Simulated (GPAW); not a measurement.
CrPPd (P-62m), P K edge of atom 7, with 6 Pd at 2.50 Å and 3 Cr at 2.53 Å (9-fold, site symmetry -62m). Method: GPAW, LDA, excited-electron core hole (neutral cell), 18-atom cell with 6.4 Å between holes, 4×4×3 k points, dipole transitions, Gaussian full width 0.9 eV up to 4 eV, rising linearly to 3.5 eV at 25 eV.

```xyz
9
Lattice="6.4216 0.0000 0.0000 -3.2108 5.5612 0.0000 0.0000 0.0000 3.6013" Properties=species:S:1:pos:R:3 pbc="T T T"
Pd   -0.8636    1.4958    0.0000
Pd    1.7273    0.0000    0.0000
Pd    2.3472    4.0654    0.0000
Cr   -1.9455    3.3696    1.8006
Cr    3.8909    0.0000    1.8006
Cr    1.2653    2.1916    1.8006
P     0.0000    0.0000    1.8006
P     0.0000    3.7075    0.0000
P     3.2108    1.8537    0.0000
```

Energy from the lowest empty level; a common scale on which the isotropic spectrum has a mean of 1 over the first 20 eV.

```tsv
E (eV)	curve 1	curve 2
-2.00	0.00	0.00
-1.25	0.00	0.00
-0.50	0.07	0.08
0.25	1.09	1.08
1.00	1.66	1.43
1.75	1.39	2.79
2.50	1.41	1.19
3.25	0.93	0.78
4.00	0.85	0.77
4.75	1.11	0.83
5.50	1.66	1.44
6.25	1.95	2.17
7.00	1.31	1.79
7.75	0.91	1.24
8.50	0.80	1.17
9.25	0.75	1.00
10.00	0.84	0.61
10.75	0.91	0.55
11.50	0.88	0.58
12.25	0.83	0.59
13.00	0.85	0.65
13.75	0.86	0.82
14.50	0.84	1.03
15.25	0.85	1.02
16.00	0.81	0.83
16.75	0.72	0.68
17.50	0.63	0.60
18.25	0.56	0.61
19.00	0.52	0.66
19.75	0.49	0.66
20.50	0.49	0.59
21.25	0.52	0.51
22.00	0.57	0.48
22.75	0.65	0.50
23.50	0.75	0.53
24.25	0.86	0.57
25.00	0.95	0.63
25.75	1.01	0.72
26.50	1.04	0.83
27.25	1.05	0.93
28.00	1.03	0.98
28.75	0.99	0.99
29.50	0.95	0.97
30.25	0.90	0.97
31.00	0.85	0.98
31.75	0.79	1.02
```

**Question.** The curves are for the electric vector along different Cartesian axes of the cell as given, averaged over the symmetry-equivalent atoms. Which is which?

Curve 1: along x (⊥ c) (the other in-plane axis gives the same curve within 3 %), main maxima 0.8 eV (1.73), 2.4 eV (1.43) and 6.1 eV (1.99). Curve 2: along z (c), main maxima 1.8 eV (2.82), 6.4 eV (2.19) and 14.8 eV (1.06). A K edge sees empty p states on the absorber. Each direction probes the empty orbitals that point along it. The hole lies in one spin channel, while the script sums the empty states of both and takes the lower zero; where the two channels are split, this blurs and shifts the curve. The crystal has 2 inequivalent P sites and not all are shown here, while a measurement adds them all.

[Banner, clock and machine lines of the logs are left out without a mark of their own.]

[Logs are printed without paths, hosts, clocks, repeated set-up lines and the standing remarks that a program may print on its own settings, such as how far it seeks lower states.]

[Hosts, paths, dates, database ids (printed as entryN), source tags and the programs' standing remarks are cut or masked in the printed files.]

[Lists of maxima count a maximum above −3 eV only where it reaches 4 % of the highest in the window and stands out from its surroundings by 2 % of it (1.5 % where it reaches 55 %); shoulders and weaker maxima are passed over, and of the rest the first, up to two pre-edge ones and the few strongest are named.]
